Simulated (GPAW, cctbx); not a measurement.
## Si2PbAu2: what bonding does to one electron reflection, worked out

Si2PbAu2, I4/mmm (no. 139), a = 4.4372 Å, b = 4.4372 Å, c = 10.2942 Å, α = 90.00°, β = 90.00°, γ = 90.00°.

```
atom  mult.    x    y       z
 Pb1      2    0    0       0
 Au1      4  1/2    0     1/4
 Si1      4  1/2  1/2  0.1158
```

The start was made by putting kin elements into a known structure type; the compound need not exist, or be stable, in this form.

A DFT run (GPAW, PBE, 450 eV, 6×6×6 k-points, Fermi–Dirac width 0.1 eV) gives the static X-ray structure factor of 101 as 116.752 e for the conventional cell; superposed free atoms give 117.157 e. **Problem.** Find the Fourier component V of the crystal potential and the two-beam extinction distance at 120 kV in both cases.

## 1. Geometry

The cell volume is Ω = 202.68 Å³ and d(101) = 4.0748 Å, so g = 1/d = 0.2454 Å⁻¹.

## 2. The nuclei

Electrons feel nuclei as well as electrons, so the nuclear charges are summed with the same phases.

Phase sums Σ exp(2πi h·x), turned so that the total is real and positive: Pb +2.000, Au 0.000, Si -2.987. Then F_Z = 82 × (+2.000) + 79 × (0.000) + 14 × (-2.987) = 122.18 e. The electron term has the same sign for this reflection.

## 3. Mott–Bethe

Poisson's equation, term by term, gives V = (e/4πε₀)(F_Z − F)/(πΩg²), with e/4πε₀ = 14.3996 V Å.

The prefactor is 14.3996 × 4.0748²/(π × 202.68) = 0.37549 V per electron. Free atoms: (122.18 − 117.157) × 0.37549 = 1.884 V. Crystal: (122.18 − 116.752) × 0.37549 = 2.036 V. F changes by -0.35 % and V by +8.1 %: the same 0.41 e is measured against F_Z − F = 5.0 e in place of F = 117.2 e.

## 4. Extinction distance

In the two-beam case ξ = 1/(λU) with U = 2γm₀eV/h², that is ξ = 150.41 V Å²/(γλV).

At 120 kV, λ = 0.03349 Å and γ = 1.2348. Free atoms: ξ = 1930 Å. Crystal: ξ = 1786 Å. The thickness fringes go as sin²(πt/ξ), so the two patterns slip by a quarter of a period when t|1/ξ₁ − 1/ξ₀| = 1/4, at t ≈ 598 nm. Thermal motion, absorption and many-beam coupling, left out here, change a real pattern.

## 5. Answer

V(101) is 2.04 V against 1.88 V, and ξ is 1786 against 1930 Å. Limits: static atoms, two beams.

[Outputs are excerpts: Python notices, other lines and further rows are left out; steps that failed or that the build refused (PBEsol, TPSS) are not shown.]

[Logs are printed without paths, hosts, clocks, repeated set-up lines and the standing remarks that a program may print on its own settings, such as how far it seeks lower states.]
